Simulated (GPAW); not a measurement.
**Y L₃-edge XANES of YSe (Fm-3m)**

Aim: the dependence of the Y L₃ near-edge features of YSe (Fm-3m) on volume.

Method: X-ray absorption from dipole matrix elements to empty bands, plane-wave PAW LDA, in GPAW 26.7.0.

## Step 1: Starting point

It takes space group Fm-3m (No. 225, cubic). The conventional cell has a = 5.703 Å, b = 5.703 Å, c = 5.703 Å, α = 90.00°, β = 90.00°, γ = 90.00°. Nearest to Y lie 6 Se at 2.85 Å. Nearest to Se lie 6 Y at 2.85 Å. Farther neighbours and most contacts between anions are not listed.

Coordinates:

```
Y Se
1.0
     0.00000    2.85150    2.85150
     2.85150    0.00000    2.85150
     2.85150    2.85150    0.00000
Y Se
1 1
Direct
  0.50000 0.50000 0.50000
  0.00000 0.00000 0.00000
```

## Step 2: The field without a hole

A plain self-consistent run shows whether there is a gap, which decides the set-up of the core-hole run.

scf.py reads:

```python
import numpy as np
from ase import Atoms
from ase.parallel import parprint, paropen
from gpaw import GPAW, PW, FermiDirac, Mixer, MixerDif, setup_paths
from gpaw.test import gen
setup_paths.insert(0, '.')
gen('Y', name='nch2p', xcname='LDA', corehole=(2, 1, 0), write_xml=True)
from gpaw.mpi import world
world.barrier()

atoms = Atoms('YSe',
    cell=[[0, 2.8515, 2.8515],
     [2.8515, 0, 2.8515],
     [2.8515, 2.8515, 0]],
    scaled_positions=[[0.5, 0.5, 0.5],
     [0, 0, 0]],
    pbc=True)
atoms.calc = calc = GPAW(legacy_gpaw=True, mode=PW(430, force_complex_dtype=True), xc='LDA', setups={0: 'nch2p'},
    kpts={'size': (8, 8, 8), 'gamma': True}, occupations=FermiDirac(0.05),
    charge=0, mixer=Mixer(0.1, 5, 50), maxiter=150,
    convergence={'density': 0.0001, 'eigenstates': 1e-6}, txt='scf.txt')
energy = atoms.get_potential_energy() + calc.get_reference_energy()
ef = calc.get_fermi_level()
out = dict(energy=energy, fermi=ef, forces=atoms.get_forces().tolist())
parprint(f'all-electron energy {energy:.4f} eV, Fermi level {ef:.4f} eV')
ev = np.array([[calc.get_eigenvalues(k, s) for k in range(len(calc.get_ibz_k_points()))] for s in range(calc.get_number_of_spins())])
out['homo'], out['lumo'], out['counts'] = ev[ev < ef].max(), ev[ev > ef].min(), sorted(set((ev < ef).sum((0, 2)).tolist()))
out['filled'] = (ev[:, 0] < ef).sum(1).tolist()
import json
with paropen('out.json', 'w') as f:
    json.dump(out, f)
```

Launch:

```
$ OMP_NUM_THREADS=1 mpirun -n 4 gpaw python scf.py
```

Numbers of over 12 decimals in the logs are rounded to 6 here.

Output:

```text
Input parameters:
  convergence: {density: 0.0001,
                eigenstates: 1e-06}
  kpts: {gamma: True,
         size: (8, 8, 8)}
  maxiter: 150
  mixer: {backend: pulay,
          beta: 0.1,
          method: separate,
          nmaxold: 5,
          weight: 50}
  mode: {ecut: 430.0,
         force_complex_dtype: True,
         name: pw}
  occupations: {fixmagmom: False,
                name: fermi-dirac,
                width: 0.05}
  setups: {0: nch2p}

Initialize ...

[... PAW data sets ...]

Reference energy: -158005.060064  # eV

Spin-paired calculation

[... convergence settings ...]
Symmetries present (total): 48
  [... symmetry matrices ...]

512 k-points: 8 x 8 x 8 Monkhorst-Pack grid + [1/16,1/16,1/16]
29 k-points in the irreducible part of the Brillouin zone
       k-points in crystal coordinates                weights
   0:     0.00000000    0.00000000    0.00000000          1/512
   1:     0.12500000    0.12500000    0.00000000          6/512
   2:     0.12500000    0.12500000    0.12500000          8/512
   3:     0.25000000    0.12500000    0.12500000         12/512
   4:     0.25000000    0.25000000    0.00000000          6/512
   5:     0.25000000    0.25000000    0.12500000         24/512
   6:     0.25000000    0.25000000    0.25000000          8/512
   7:     0.37500000    0.25000000   -0.37500000         24/512
   8:     0.37500000    0.25000000    0.12500000         24/512
   9:     0.37500000    0.25000000    0.25000000         24/512
          ...
  28:     0.50000000    0.50000000    0.50000000          4/512

Wave functions: Plane wave expansion
  Cutoff energy: 430.000 eV
  Number of coefficients (min, max): 923, 960
  Pulay-stress correction: 0.000000 eV/Ang^3 (de/decut=0.000000)
  Using FFTW library
  Wavefunction extrapolation:
    Improved wavefunction reuse through dual PAW basis

Occupation numbers: Fermi-Dirac:
  width: 0.0500  # eV

Eigensolver
   Davidson(niter=2)

Densities:
  Coarse grid: 20*20*20 grid
  Fine grid: 40*40*40 grid
  Total Charge: 0.000000

Density mixing:
  Method: separate
  Backend: pulay
  Linear mixing parameter: 0.1
  old densities: 5
  Width of damping distribution: 1.1
  Damping of long wavelength oscillations: 50

[... Hamiltonian set-up ...]
Number of atoms: 2
Number of atomic orbitals: 17
Number of bands in calculation: 15
Number of valence electrons: 17
Bands to converge: occupied

... initialized

Initializing position-dependent things.

Density initialized from atomic densities
Creating initial wave functions:
  15 bands from LCAO basis set

                Y

       Se

Atomic positions and initial magnetic moments

Positions:
   0 Y      2.851500    2.851500    2.851500    ( 0.0000,  0.0000,  0.0000)
   1 Se     0.000000    0.000000    0.000000    ( 0.0000,  0.0000,  0.0000)

Unit cell:
           periodic     x           y           z      points  spacing
  1. axis:    yes    0.000000    2.851500    2.851500    20     0.1646
  2. axis:    yes    2.851500    0.000000    2.851500    20     0.1646
  3. axis:    yes    2.851500    2.851500    0.000000    20     0.1646

  Lengths:   4.032630   4.032630   4.032630
  Angles:   60.000000  60.000000  60.000000

Effective grid spacing dv^(1/3) = 0.1796

iter:   1   -13.285934
iter:   2   -13.261839   -1.72  -1.37
iter:   3   -13.205719   -2.03  -1.43
iter:   4   -13.205145   -3.53  -1.75
iter:   5   -13.205533c  -3.22  -1.76
iter:   6   -13.205025c  -3.79  -2.51
iter:   7   -13.204833c  -4.55  -3.10
iter:   8   -13.204776c  -4.97  -3.05
iter:   9   -13.204779c  -5.78  -3.69
iter:  10   -13.204783c  -6.45c -3.66
iter:  11   -13.204779c  -6.92c -4.06c

Converged after 11 iterations.

Dipole moment: (-0.000000, -0.000000, -0.000000) |e|*Ang

Energy contributions relative to reference atoms: (reference = -158005.060064)

Kinetic:        +11.692930
Potential:      -10.416107
External:        +0.000000
XC:             -14.237220
Entropy (-ST):   -0.011854
Local:           -0.238455
SIC:             +0.000000
--------------------------
Free energy:    -13.210707
Extrapolated:   -13.204779

Showing only first 2 kpts
 Kpt  Band  Eigenvalues  Occupancy
  0     6      6.30697    2.00000
  0     7      6.30697    2.00000
  0     8      9.04417    1.97761
  0     9      9.04417    1.97761

  1     6      5.99378    2.00000
  1     7      5.99378    2.00000
  1     8      8.63801    1.99999
  1     9      9.82653    0.00003

Fermi level: 9.26821

No gap
No difference between direct/indirect transitions

Forces in eV/Ang:
  0 Y    -0.00000    0.00000   -0.00000
  1 Se    0.00000   -0.00000   -0.00000
Scalar-relativistic atomic LDA calculation for Y (Yttrium, Z=39)
Core hole in 2p state (2p occupation: 6.0)
750 radial gridpoints.
|------------------------------------------------|
|------------------------------------------------|
[... the atom generator's iteration count ...]

Energy contributions:
-------------------------
Kinetic:    +3468.645094
XC:          -105.479064
Potential:  -6743.658531
-------------------------
Total:      -3380.492502

state      eigenvalue         ekin         rmax
-----------------------------------------------
1s^2.0 :  -618.543443   785.386613        0.025
2s^2.0 :   -84.799187   156.853497        0.141
2p^6.0 :   -75.594584   151.889632        0.113
3s^2.0 :   -13.512336    39.809453        0.422
3p^6.0 :   -10.520490    36.681922        0.416
3d^10.0:    -5.564517    31.548104        0.361
4s^2.0 :    -1.763072     8.054635        1.128
4p^6.0 :    -1.027192     6.241997        1.244
4d^1.0 :    -0.097195     2.169838        1.804
5s^2.0 :    -0.155371     0.952255        3.320
5p^0.0 :    -0.054980     0.500247        4.410
-----------------------------------------------
(units: Bohr and Hartree)

Generating PAW setup
Kinetic energy of the core from tauc = 3468.026130082391
Cutoffs:
rc(s)=2.510
rc(p)=2.490
rc(d)=2.430
rc(vbar)=2.450
rc(comp)=2.410
rc(nct)=2.510

Kinetic energy of the core states: 3411.009492
Charge: 0.0
Core electrons: 28.0
Valence electrons: 11.0
Pseudo-core charge: 0.003786
Shape function alpha=1.722
Pseudo-electron charge 7.472037
state    eigenvalue         norm
--------------------------------
4s(2) :    -1.763072     0.685202
5s(2) :    -0.155371     0.971849
4p(6) :    -1.027192     0.548140
5p(0) :    -0.054980     0.976393
4d(1) :    -0.097195     0.865310
*d    :     0.902805
--------------------------------

Diagonalizing with gridspacing h=0.050

state   all-electron     PAW
-------------------------------
4s:      -1.763072    -1.763529
4p:      -1.027192    -1.027856
4d:      -0.097195    -0.097523
*f:                    0.059866
-------------------------------
all-electron energy -158018.2648 eV, Fermi level 9.2682 eV
```

Wall time 5.6 s (4 MPI ranks of Arm Neoverse V1, shared host); peak memory 0.17 GiB; 22 s of CPU time.

The mesh shows no gap, so the system is treated as a metal and the core electron is put at the Fermi level (neutral cell).

## Step 3: Reference energy of the supercell

The photon energy needs a difference of total energies, so the cell and mesh of the coming hole run are first run without a hole.

scf.py: that of step 2 with these lines changed.

```diff
@@ -10,11 +10,17 @@
 
-atoms = Atoms('YSe',
-    cell=[[0, 2.8515, 2.8515],
-     [2.8515, 0, 2.8515],
-     [2.8515, 2.8515, 0]],
+atoms = Atoms('Y4Se4',
+    cell=[[0, -5.703, 0],
+     [-5.703, 0, 0],
+     [0, 0, -5.703]],
     scaled_positions=[[0.5, 0.5, 0.5],
-     [0, 0, 0]],
+     [0, 0.5, 0],
+     [0.5, 0, 0],
+     [0, 0, 0.5],
+     [0, 0, 0],
+     [0.5, 0, 0.5],
+     [0, 0.5, 0.5],
+     [0.5, 0.5, 0]],
     pbc=True)
 atoms.calc = calc = GPAW(legacy_gpaw=True, mode=PW(430, force_complex_dtype=True), xc='LDA', setups={0: 'nch2p'},
-    kpts={'size': (8, 8, 8), 'gamma': True}, occupations=FermiDirac(0.05),
+    kpts={'size': (5, 5, 5), 'gamma': True}, occupations=FermiDirac(0.1),
     charge=0, mixer=Mixer(0.1, 5, 50), maxiter=150,
```

Output:

```text
Input parameters:
  convergence: {density: 0.0001,
                eigenstates: 1e-06}
  kpts: {gamma: True,
         size: (5, 5, 5)}
  maxiter: 150
  mixer: {backend: pulay,
          beta: 0.1,
          method: separate,
          nmaxold: 5,
          weight: 50}
  mode: {ecut: 430.0,
         force_complex_dtype: True,
         name: pw}
  occupations: {fixmagmom: False,
                name: fermi-dirac,
[...]
5s(2) :    -0.155371     0.971849
4p(6) :    -1.027192     0.548140
5p(0) :    -0.054980     0.976393
4d(1) :    -0.097195     0.865310
*d    :     0.902805
--------------------------------

Diagonalizing with gridspacing h=0.050

state   all-electron     PAW
-------------------------------
4s:      -1.763072    -1.763529
4p:      -1.027192    -1.027856
4d:      -0.097195    -0.097523
*f:                    0.059866
-------------------------------
all-electron energy -632073.0326 eV, Fermi level 9.3749 eV
[key lines of the parts left out:]
Converged after 14 iterations.
Dipole moment: (0.000000, 0.000000, 0.000000) |e|*Ang
Free energy:    -52.872961
Fermi level: 9.37494
```

The job ended after 15 s (4 MPI ranks; peak memory 0.21 GiB; 61 s of CPU time).

Reference energy: -632073.033 eV with the cores included.

(Continued in part 2 of 3.)

[Banner, clock and machine lines of the logs are left out without a mark of their own.]

[Logs are printed without paths, hosts, clocks, repeated set-up lines and the standing remarks that a program may print on its own settings, such as how far it seeks lower states.]

[Hosts, paths, dates, database ids (printed as entryN), source tags and the programs' standing remarks are cut or masked in the printed files.]

[Lists of maxima count a maximum above −3 eV only where it reaches 4 % of the highest in the window and stands out from its surroundings by 2 % of it (1.5 % where it reaches 55 %); shoulders and weaker maxima are passed over, and of the rest the first, up to two pre-edge ones and the few strongest are named.]
